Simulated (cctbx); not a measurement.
# Which space group?

Cell: a = 9.7020 Å, b = 9.7020 Å, c = 9.7020 Å, α = 90.00°, β = 90.00°, γ = 90.00°. Expected content of the cell: Bi4 Cs4 Te12 Ag8.

Simulated single-crystal data (cctbx): Mo Kα, λ = 0.71073 Å, to d = 0.65 Å, 80 % of the full sphere, strongest reflection 20000 counts, noise from counting, a 3 % proportional error and a noise floor of 15 counts (s.d.); no absorption, some extinction.

Tests on the unmerged data give:

```text
11169 reflections to d = 0.651 A
centring   violations  <I/sigma> of those
    A       5507 of  5589     20.1
    B       5541 of  5629     20.1
    C       5474 of  5564     20.1
    I       5554 of  5613     19.7
    R       7327 of  7451     20.0
    F       8261 of  8391     20.1
Laue class    unique    Rint  (classes that these axes allow; Friedel mates merged)
P -1             6711   0.054
P 1 2/m 1        3642   0.054
P 1 1 2/m        3654   0.054
P 2/m 1 1        3654   0.054
P m m m          2014   0.057
P 4/m            1841   0.062
P 4/m m m        1075   0.063
R -3 :R          2330   0.056
R -3 m :R        1293   0.063
P m -3            677   0.059
P m -3 m          406   0.064
space group    extra absences  I>4sigma  <I/sigma>
P 4 3 2                 0          0         -  acentric
P 42 3 2               34          0      -0.2  acentric
P -4 3 m                0          0         -  acentric
P m -3 m                0          0         -  centric
Wilson B = 0.30 A^2   <|E^2-1|> = 0.584 (0.968 centric, 0.736 acentric)   E^2>4: 0.0 %
shell (A)         n   <I/sigma>
 9.70 - 1.30     68     71.3
 1.30 - 1.03     52     78.2
 1.03 - 0.90     50     71.3
 0.90 - 0.82     49     76.4
 0.82 - 0.76     48     69.8
 0.76 - 0.72     46     64.6
 0.72 - 0.68     47     59.7
 0.68 - 0.65     46     68.9
```

**Question.** What are the lattice type, the Laue class and the likely space group?

Every centring test has many violations, so the lattice is primitive.

Rint stays low (0.054 to 0.064) up to P m -3 m, the highest class in these axes.

4 settings pass the absence test. The most absences obeyed, 34, belong to P 42 3 2 alone.

⟨|E²−1|⟩ = 0.584 leans to a non-centrosymmetric structure, or to twinning, which lowers it. The Wilson B of 0.30 Å² means U ≈ 0.0038 Å².

The true group is P2_13 (no. 198), Laue class m-3, non-centrosymmetric. It isn't in the list: the twinning raises the apparent Laue symmetry.

The crystal is twinned by the law (0 1 0 1 0 0 0 0 -1) with a minor fraction of 0.47; Rint in the higher class falls towards the noise as the fraction nears 1/2.

The model was made for the exercise: a known structure type with other elements put in, its volume estimated, not relaxed; displacement parameters are assumed.

[Logs are printed without paths, hosts, clocks, repeated set-up lines and the standing remarks that a program may print on its own settings, such as how far it seeks lower states.]
